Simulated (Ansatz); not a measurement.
# Lattice dynamics of TiTc (Pm-3m), part 2 of 2

How does TiTc (Pm-3m) vibrate, and is this structure a minimum?

Ansatz 0.2.0; DFT PBEsol, scalar-relativistic, plane waves, PAW; PAW set ansatz+soft_1.

So far. Step 4 (Relaxing to small forces for the phonons): The forces vanish by symmetry and the pressure is 0.000 GPa, within the tolerances set. The cell now holds 14.44 Å³/atom. Step 5 (Zone-centre response): Before it was imposed, the acoustic sum rule was missed by 1.1e-5 eV/Å². Small misses are needed for a sound result but don't prove that mesh and cutoff are converged. The lowest optical mode is real, 275 cm⁻¹. The relaxed cell has a = 3.068 Å (conventional setting).

**6. Phonons on a q mesh**

Stability and thermal properties need the whole zone. Linear response on a 4×4×4 q mesh gives force constants as far as a supercell of that size would.

The input, input.yaml:

```yaml
crystal:
  lattice:
    - [3.0679990426, 0.0, 0.0]
    - [0.0, 3.0679990426, 0.0]
    - [0.0, 0.0, 3.0679990426]
  atoms:
    - { symbol: Ti, position: [0.5, 0.5, 0.5] }
    - { symbol: Tc, position: [0.0, 0.0, 0.0] }
kpoints:
  mp_grid: { grid: [16, 16, 16] }
hamiltonian:
  xc: pbesol
  pseudopotentials: { kind: paw, azcp: { Ti: "soft_1/Ti.paw.azcp" }, xc_functional: pbe }
scf:
  occupations: { method: methfessel_paxton, width: 0.2 }
output:
  eigenvalues: true
phonons:
  method: dfpt
  qmesh: [4, 4, 4]
  temperatures: { t_max: 1000, t_step: 50 }
  qpath:
    path:
      - [[0.0, 0.0, 0.0], [0.0, 0.5, 0.0], [0.5, 0.5, 0.0], [0.0, 0.0, 0.0], [0.5, 0.5, 0.5], [0.0, 0.5, 0.0]]
      - [[0.5, 0.5, 0.5], [0.5, 0.5, 0.0]]
    npoints: 10
```

Started as:

```bash
> ansatz run input.yaml --threads 4 --pin off --max-ram 10240MiB --backend cpu --events-out ev --progress --plain --runs-dir out
```

Numbers of over 12 decimals in the logs are rounded to 6 here.

The log of the run:

```text
[...]
Crystal: 2 atoms, lattice volume = 28.878 Å³
Basis set: ecut = 500 eV, 739 PW (Γ), exchange–correlation on 48×48×48 points (8 copies of the dense FFT grid, shifted against one another)
Bands: 18, of which v1, the nominal top of the filled ones, is band 14 counted from 1 (13 counted from 0)
Symmetry: 48 space group operations
k-points: 165 of 4096
[...]
SCF iter   1: F=—  HF=-7812.948799 eV  |F-HF|=—  |Δ(HF+E_count)|=         —  Δρ=6.70e-2  dr2=1.11e0  ethr=3.10e-3  ⟨swp⟩=4.8  Hψ=11230  notcnv=0
[...]
SCF iter   8: F=-7812.569778 eV  HF=-7812.569778 eV  |F-HF|=4.55e-12  |Δ(HF+E_count)|=  1.82e-12  S|Δr|=    0.00e0  Δρ=5.40e-8  dr2=2.82e-13  ethr=1.00e-12  ⟨swp⟩=5.4  Hψ=12038  notcnv=0
SCF 1 converged in 8 iterations: F = -7812.569778 eV  dr2 = 2.82e-13
[...]
phonons: the bands overlap, so this run is a metal and interpolates without the dipole-dipole term. If the crystal is really an insulator or semiconductor, its LO-TO splitting is missing
NSCF: frozen V_eff on 165 k-points
[...]
DFPT response loops at q = (0, 0, 0) (fractional): preconditioner auto → Kerker (q_TF=auto, 2.698 Å⁻¹) (partly filled bands, converged f_vac=0.000); β = 1.00, the filter's whole step (`scf.mixing.beta` (0.50) is not read by the response loops under this deck's `scf.mixing.preconditioner`; to damp them name `kerker` or `kerker_dos`, under which they read `scf.mixing.beta`, and type it under 1.00, their step now; both keys bind the ground state too); Broyden in place of MSR1
[...]
SCF converged after 8 iterations
[...]
Free energy (F): -7812.569778 eV
[...]
Internal energy: -7812.571118 eV  (E = F + TS)
E sigma→0 (E₀):  -7812.570113 eV
Entropy (-TS):   0.001341 eV (0.670 meV/atom)
Fermi energy:    18.736198 eV
[...]
--- Band table (eV; the first three rows and the last of 165) ---
  k-point 0: bands = [... 10 lower, 14.5264, 18.4631, 18.4631, 18.4631, 21.3806, 21.3806, 23.2001, 23.2001]
  k-point 1: bands = [... 10 lower, 14.5927, 18.4495, 18.4495, 18.4947, 21.2924, 21.4118, 23.0197, 23.0197]
  k-point 2: bands = [... 10 lower, 14.7842, 18.4128, 18.4128, 18.5882, 21.0377, 21.5017, 22.5685, 22.5685]
  k-point 164: bands = [... 10 lower, 16.2324, 18.1401, 18.1401, 18.1401, 21.0651, 21.0651, 22.5229, 22.5229]
--- Phonons (Γ-DFPT): 2 representative perturbations + reference (Σ response iterations 6) ---
  ASR residual: 3.836e-6 → 0.000e0 eV/Å²; symmetrization residual: 6.294e-8 eV/Å²
  ASR residual per site (eV/Å²): 2.22e-6 3.84e-6
  Γ frequencies (cm⁻¹): 0.00 0.00 0.00 274.84 274.84 274.84
--- Phonons (arbitrary-q DFPT): 10 irreducible q on the 4×4×4 mesh ---
  q = [0.0000, 0.0000, 0.0000] (star 1, of the zone-centre solve; hermiticity 1.41e-8, symmetrization 2.39e-12): -0.00 -0.00 0.00 274.84 274.84 274.84
  q = [0.0000, 0.0000, 0.2500] (star 6, 4 solved perturbations in 4032 linear systems a pass and spin channel, the states on 1296 of 4096 k-point pairs; hermiticity 4.81e-7, symmetrization 1.33e-13): 69.09 69.09 162.61 228.03 228.03 288.74
[...]
q = [0.0000, 0.2500, -0.5000] (star 12, 6 solved perturbations on 1296 of 4096 k-point pairs; hermiticity 2.72e-7, symmetrization 1.17e-8): 163.15 170.23 189.11 189.70 260.77 312.70
[...]
sum rule: each row above includes the acoustic sum rule's correction from the zone centre's row sums; it moved no ω² by more than (0.11 cm⁻¹)²
  mesh force constants: q→R imaginary residual 1.52e-18; ASR residual 3.836e-6 → 0.000e0 eV/Å²; symmetrization residual 8.882e-15 eV/Å²
  interpolated dispersion: 62 rows × 6 modes
  density of states and harmonic sums: on the 20×20×20 q-mesh, interpolated from the force constants of a 4×4×4 supercell (no non-analytic term)
  largest difference from the sums on the solved wave vectors: F 1.05e-2 eV, S 1.45e-5 and C_V 4.01e-6 eV/K
  zero-point energy: 0.077301 eV/cell   skipped modes (ω ≤ 0): 3   left out of the sums: 6.25e-5 of the cell's modes: C_V's classical limit lies that fraction below 3 k_B per atom; for a crystal, a wire or a layer, F and S can be off by more, and a phonons.interpolated_qmesh denser along its periods is the remedy for the sampling
```

It took 17 min on 4 threads of Arm Neoverse N1, shared host; peak memory 3.7 GiB.

This step gave:

```
sum-rule residual before enforcement                    : 3.84e-6 eV/Å²
lowest frequency on the path                            : 0 cm⁻¹
highest frequency on the path or at a solved wavevector : 324.0 cm⁻¹
mean frequency                                          : 207.8 cm⁻¹
Debye temperature (second moment)                       : 402 K
logarithmic mean frequency                              : 197.4 cm⁻¹
lowest mode on the q mesh (acoustic modes at Γ apart)   : 69.09 cm⁻¹
zero-point energy per atom                              : 38.65 meV
heat capacity at 300 K                                  : 22.85 J/(mol atoms K)
vibrational entropy at 300 K                            : 27.39 J/(mol atoms K)
```

Frequencies (cm⁻¹) solved at each irreducible wavevector; negative means imaginary. Frequencies by wavevector, by row:

```
q in reciprocal lattice units  star  mode 1  mode 2  mode 3  mode 4  mode 5  mode 6
                        0 0 0     1       0       0       0   274.8   274.8   274.8
                     0 0 0.25     6    69.1    69.1   162.6     228     228   288.7
                     0 0 -0.5     3   137.2   137.2   157.9   157.9   223.5     324
                  0 0.25 0.25    12   110.1   134.5   184.7   224.8   258.9   285.1
                  0 0.25 -0.5    12   163.2   170.2   189.1   189.7   260.8   312.7
                  0 -0.5 -0.5     3   181.6   181.6   196.5   212.7   288.5   288.5
               0.25 0.25 0.25     8   145.6   145.6     183   255.9   255.9   262.7
               0.25 0.25 -0.5    12     172   172.6     188   228.9   262.6     294
               0.25 -0.5 -0.5     6   183.3   183.3   184.3   238.5   282.2   282.2
               -0.5 -0.5 -0.5     1   172.8   172.8   172.8   283.5   283.5   283.5
```

Interpolated from a 4×4×4 q mesh. Phonon branches along the path, in cm⁻¹:

```
    point  branch 1  branch 2  branch 3  branch 4  branch 5  branch 6
        Γ         0         0         0       275       275       275
  halfway        69        69       163       228       228       289
        X       137       137       158       158       224       324
  halfway       163       170       189       190       261       313
        M       182       182       196       213       288       288
  halfway       110       134       185       225       259       285
        Γ         0         0         0       275       275       275
  halfway       146       146       183       256       256       263
        R       173       173       173       284       284       284
  halfway       172       173       188       229       262       294
        X       137       137       158       158       224       324
jump to R       173       173       173       284       284       284
  halfway       183       183       184       238       282       282
        M       182       182       196       213       288       288
```

The phonon branches as a text plot (rows in cm⁻¹):

```
    317 |      *****                                  ****
    304 |    **     **                               *
    290 |   *         ********                     **         ***
    277 |***        **    *   ******     **********       ****
    263 | *                *** **  ******  **    * **      *
    250 |  *       *          **    *******       *  *      *
    236 |         *           *                    *  **     *
    223 |   *  ***         ***                      *   **    *
    209 |    *       ******                          *         **
    196 |     *     * *******                         *       ***
    182 |    *    ********   *         ******    *******   ******
    169 |   *  * ****    **   *          **  ****   **  * *
    155 |       ****      ***        **               *  *
    142 |       ***                     *              ***
    128 |      *           *** *
    115 |                    **        *
    101 |  *  *                     *
     88 |    *                ***    **
     74 | * *
     61 |                      **   *
     47 |                        * *
     34 |* *                    ** *
     20 | *                      *
      7 |*                        *
         Γ      X      M          Γ            R        X|R     M
```

Tetrahedra on a 20×20×20 mesh, mean over bins of 5 cm-1. Interpolated from a 4×4×4 q mesh. The phonon density of states by wavenumber; read off at these points:

```
wavenumber (cm⁻¹)  phonon density of states (1/cm⁻¹/cell)
                2                                       0
               12                                  1.0e-4
               22                                  3.4e-4
               38                                 0.00111
               48                                 0.00175
               58                                  0.0025
               68                                 0.00343
               78                                 0.00447
               92                                 0.00639
              102                                 0.00788
              112                                 0.00969
              122                                  0.0120
              132                                  0.0153
              148                                  0.0206
              158                                  0.0244
              168                                  0.0333
              178                                  0.0746
              188                                  0.0883
              192                                  0.0437
              202                                 0.00966
              212                                  0.0253
              222                                  0.0245
              232                                  0.0244
              248                                  0.0226
              258                                  0.0230
              268                                  0.0254
              278                                  0.0353
              282                                  0.0569
              288                                  0.0341
              302                                  0.0163
              312                                  0.0107
              322                                 0.00397
```

The partial phonon density of states has structure finer than the step of the table below, so its rows give means over 20 cm⁻¹, whole bins alone (the curve runs from -10 to 343 cm⁻¹). Peaks (cm⁻¹: height): Tc 185.4: 0.0656; Ti 187.6: 0.0152, 240.9: 0.0199, 252.0: 0.0246, 263.2: 0.0274, 283.1: 0.0465.

Phonopy on the run's constants, 19x19x19 mesh, Gaussian sigma 2.5 cm-1. Interpolated from a 4×4×4 q mesh. Table of partial phonon density of states by wavenumber; means over each step; values in 1/cm⁻¹/cell:

```
wavenumber (cm⁻¹)       Tc       Ti
                0   1.9e-5   9.4e-6
               20   2.1e-4   1.1e-4
               40   9.4e-4   4.8e-4
               60  0.00172   8.9e-4
               80  0.00324  0.00163
              100  0.00513  0.00242
              120  0.00829  0.00325
              140   0.0145  0.00358
              160   0.0228  0.00410
              180   0.0572  0.00989
              200   0.0129  0.00970
              220  0.00605   0.0179
              240  0.00541   0.0177
              260  0.00430   0.0203
              280  0.00522   0.0345
              300  0.00199   0.0176
              320   1.9e-4  0.00594
```

Second derivatives of the energy by pair, one row for each kind of neighbour of each atom listed. Each entry sums the pair over the periodic images of the supercell that the q mesh stands for, and in a polar crystal it holds the long-range dipole part too. Force constants by pair, by row:

```
atom  neighbour  distance (Å)  third of the trace (eV/Å²)  along the pair's line (eV/Å²)
 Ti1     itself             0                        10.7                              –
 Ti1         Tc         2.657                      -1.018                         -2.297
 Ti1         Ti         3.068                     -0.4572                         -2.099
 Ti1         Ti         4.339                     -0.0068                        -0.3139
 Ti1         Tc         5.088                     -0.0181                        -0.0752
 Ti1         Ti         5.314                      0.0288                         0.1422
 Ti1         Ti         6.136                     -0.0132                         -0.107
 Ti1         Tc         6.687                      0.0033                        -0.0027
 Ti1         Ti          6.86                     -0.0135                        -0.0083
 Tc2     itself             0                       11.85                              –
 Tc2         Ti         2.657                      -1.018                         -2.297
 Tc2         Tc         3.068                     -0.3983                         -1.501
 Tc2         Tc         4.339                     -0.1597                        -0.4408
 Tc2         Ti         5.088                     -0.0181                        -0.0752
 Tc2         Tc         5.314                       0.161                         0.2124
 Tc2         Tc         6.136                      0.0612                         0.0142
 Tc2         Ti         6.687                      0.0033                        -0.0027
 Tc2         Tc          6.86                     -0.0108                        -0.0052
```

Harmonic thermodynamic functions per atom, from the density of states. Interpolated from a 4×4×4 q mesh. Thermodynamic functions, by row:

```
T (K)  F_vib (meV/atom)  S (J/mol-atom/K)  C_V (J/mol-atom/K)
    0             38.65                 0                   0
   50             38.49             1.255               3.643
  100             36.54             6.697               12.71
  200             23.23             18.53               20.59
  300             -0.79             27.39               22.85
  400             -32.8              34.1               23.73
  500            -71.01             39.44               24.16
  600            -114.2             43.87               24.39
  700            -161.7             47.64               24.54
  800            -212.8             50.92               24.63
  900            -267.1             53.83                24.7
 1000            -324.3             56.43               24.74
```

Harmonic mean-square displacement, third of the trace. Interpolated from a 4×4×4 q mesh. Mean square displacements, by row:

```
T (K)  Ti1 U_eq (Å²)  Tc2 U_eq (Å²)
    0        0.00162        0.00108
  100        0.00205        0.00154
  300        0.00429        0.00363
  600        0.00818        0.00705
```

Symmetry leaves 10 wavevectors to solve. The lowest mode among them, the acoustic zeros apart, lies at q = (0, 0, 0.25) and is real, 69.1 cm⁻¹.

**7. Isotope substitution**

An isotope changes the mass and not the force constants, so no new electronic calculation is needed; the shifts show which modes move this element.

The same force constants with the mass of Ti changed from 47.867 to 49.945 u (phonopy, no LO-TO term). Both lists are sorted by frequency; levels can cross, so a row need not hold one and the same mode. Modes under 3 cm⁻¹ are left out. Isotope shifts, by row:

```
          q  rank  natural mass (cm⁻¹)  changed mass (cm⁻¹)
      0 0 0     4                274.8                  271
      0 0 0     5                274.8                  271
      0 0 0     6                274.8                  271
   0 0 0.25     1                69.09                68.55
   0 0 0.25     2                69.09                68.55
   0 0 0.25     3                162.6                  162
   0 0 0.25     4                  228                  225
   0 0 0.25     5                  228                  225
   0 0 0.25     6                288.7                283.7
   0 0 -0.5     1                137.2                137.2
   0 0 -0.5     2                137.2                137.2
   0 0 -0.5     3                157.9                154.6
   0 0 -0.5     4                157.9                154.6
   0 0 -0.5     5                223.5                223.5
   0 0 -0.5     6                  324                317.2
0 0.25 0.25     1                110.1                109.3
0 0.25 0.25     2                134.5                133.7
0 0.25 0.25     3                184.7                184.6
0 0.25 0.25     4                224.8                221.6
0 0.25 0.25     5                258.9                253.6
0 0.25 0.25     6                285.1                280.6
```

A mode of this element alone would shift by -2.10 %. The highest zone-centre frequency without the field goes from 274.8 to 271.0 cm⁻¹ (-1.4 %). The product of the frequency ratios over all optical modes at Γ is 0.958; the product rule, (m/m′)^(3k/2) (M′/M)^(3/2) with k = 1 such atoms and M the mass of the cell, gives 0.958.

**8. Results**

| Item | Value |
| --- | --- |
| space group after relaxation (within 0.01 Å) | Pm-3m |
| volume per atom | 14.4 Å³ |
| electronic character | no gap on this mesh |
| highest optical mode at the zone centre (no LO-TO term) | 275 cm⁻¹ |
| lowest optical zone-centre mode | 275 cm⁻¹ |
| lowest mode on the q mesh (acoustic modes at Γ apart) | 69.1 cm⁻¹ |
| highest frequency on the path or at a solved wavevector | 324 cm⁻¹ |
| zero-point energy per atom | 38.6 meV |
| heat capacity at 300 K | 22.8 J/(mol atoms K) |
| vibrational entropy at 300 K | 27.4 J/(mol atoms K) |
| Debye temperature (second moment) | 402 K |
| imaginary modes on the 4×4×4 q mesh | none |

In words: The structure is a minimum as far as tested: no mode is imaginary at the 10 irreducible wavevectors of the 4×4×4 mesh, and the softest away from the acoustic zeros lies at 69 cm⁻¹. The optical modes at Γ form one degenerate level at 275 cm⁻¹. The highest mode in this list at Γ, 274.8 cm⁻¹, has its largest share on Ti (67 % of the kinetic energy). With no gap, or one that is small against the smearing, the frequencies hang on the k mesh and the smearing, most of all near Kohn anomalies. The phonon runs are without spin polarisation, although the cell has an odd electron count. The PAW files were made for PBE and serve the other functionals too. These are harmonic frequencies at zero temperature: anharmonic shifts, linewidths and thermal expansion are left out.

[Logs are printed without paths, hosts, clocks, repeated set-up lines and the standing remarks that a program may print on its own settings, such as how far it seeks lower states.]

[Hosts, paths, dates, database ids (printed as entryN), source tags and the programs' standing remarks are cut or masked in the printed files.]
